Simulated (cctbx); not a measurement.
## Reading a Patterson map

Space group P-3m1 (no. 164), a = 4.2250 Å, b = 4.2250 Å, c = 6.0100 Å, α = 90.00°, β = 90.00°, γ = 120.00°, content Sb2 Mn1 Sc1.

Simulated single-crystal data (cctbx): Mo Kα, λ = 0.71073 Å, to d = 0.84 Å, 80 % of the full sphere, strongest reflection 20000 counts, noise from counting, a 1.5 % proportional error and a noise floor of 4 counts (s.d.); no absorption.

Patterson synthesis, origin scaled to 1000:

```text
Patterson group P -3 m 1
      u       v       w   height  length (A)
  0.000   0.000   0.000   1000.0     0.00
  0.333   0.667   0.515    422.2     3.80
  0.333   0.667   0.244    370.9     2.85
  0.333   0.667   0.740    313.0     2.90
  0.000   0.000   0.500    139.3     3.00
  0.000   0.500   0.500     30.2     3.67
  0.000   0.500   0.000     18.7     2.11
  0.164   0.327   0.268     17.8     2.01
  0.021   0.296   0.954     17.0     1.24
  0.174   0.348   0.976     13.5     1.28
  0.051   0.101   0.797     13.2     1.27
  0.083   0.167   0.167     10.6     1.17
  0.168   0.335   0.752     10.4     1.93
  0.008   0.418   0.209      8.6     2.15
```

**Question.** Which atom pairs make the peaks, and where is the heaviest atom?

A peak at u stands for all pairs with xi − xj = u, with weight Σ ZiZj against Σ Z² = 6268 at the origin. Peak heights follow these weights only roughly, since form factors, motion and series ripples differ, all vectors within 0.55 Å of a peak are counted as merged into it though the farther ones add only part of their weight, and F(000) is left out, which lowers the whole map:

| u | v | w | shortest length (Å) | height | 1000 ΣZiZj/ΣZ² | pairs in the cell |
| --- | --- | --- | --- | --- | --- | --- |
| 0.333 | 0.667 | 0.515 | 3.80 | 422 | 415 | 1 × Sb–Sb |
| 0.333 | 0.667 | 0.244 | 2.84 | 371 | 407 | 2 × Sb–Mn |
| 0.333 | 0.667 | 0.740 | 2.89 | 313 | 342 | 2 × Sb–Sc |
| 0.000 | 0.000 | 0.500 | 3.00 | 139 | 168 | 2 × Mn–Sc |

The table stops at ten peaks or at a height of 45, below which ripples compete. In the model behind the data Sb, the heaviest element, has 1 independent site: (2/3, 1/3, 0.7582), up to an allowed shift of origin; the Sb–Sb vectors are differences of these positions and their symmetry mates. The whole model:

| atom | mult. | x | y | z | Ueq (Å²) |
| --- | --- | --- | --- | --- | --- |
| Sb1 | 2 | 2/3 | 1/3 | 0.7582 | 0.0036 |
| Mn1 | 1 | 0 | 0 | 0 | 0.0049 |
| Sc1 | 1 | 0 | 0 | 1/2 | 0.0043 |

The model is made up (kin elements in a known structure type, no relaxation), so it says nothing on whether the phase exists.

[Logs are printed without paths, hosts, clocks, repeated set-up lines and the standing remarks that a program may print on its own settings, such as how far it seeks lower states.]
